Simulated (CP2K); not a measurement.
Consider benzene at its PBE geometry (Å).

```xyz
12

C    -0.7999    1.1467    0.0338
C    -1.3921   -0.1172   -0.0576
C    -0.5925   -1.2642   -0.0912
C     0.7999   -1.1467   -0.0338
C     1.3921    0.1172    0.0576
C     0.5925    1.2642    0.0912
H    -1.4239    2.0404    0.0594
H    -2.4777   -0.2080   -0.1031
H    -1.0545   -2.2491   -0.1626
H     1.4239   -2.0404   -0.0594
H     2.4777    0.2080    0.1031
H     1.0545    2.2491    0.1626
```

Method: CP2K XAS_TDP, all-electron GAPW, PBEh(45%), aug-cc-pVDZ, TDA, GW2X-corrected core level, no relativity.

Where do the C K-edge lines lie, and how strong are they?

Leading lines: C1 287.20 eV. The leading line of an atom is its first one with 35 % of the strongest within 2.5 eV of its lowest line over the strength cut. Core ionisation energies at this level: C1 291.87 eV.

The first six lines of each atom with a strength over 0.0015:

```tsv
atom	energy (eV)	states	strength, one atom	above the computed threshold
C1 (bonded to 2 C and H), 6 alike	287.20	1	0.0514	
	289.98	1	0.0101	
	291.04	1	0.0026	
	291.79	1	0.0033	
	291.91	1	0.0037	yes
	292.89	1	0.0024	yes
```

Lines are vertical, at one geometry, with no vibrational structure. GW2X ionisation energies and lines can be off by 1 to 2 eV either way, and a good line position may hide errors that cancel. These values hold no scalar relativity, about 0.1 eV for C 1s. Rydberg lines, and the discretised continuum above threshold, depend on the basis and the box.

[Banner, clock and machine lines of the logs are left out without a mark of their own.]

[Logs are printed without paths, hosts, clocks, repeated set-up lines and the standing remarks that a program may print on its own settings, such as how far it seeks lower states.]

[Hosts, paths, dates, database ids (printed as entryN), source tags and the programs' standing remarks are cut or masked in the printed files.]
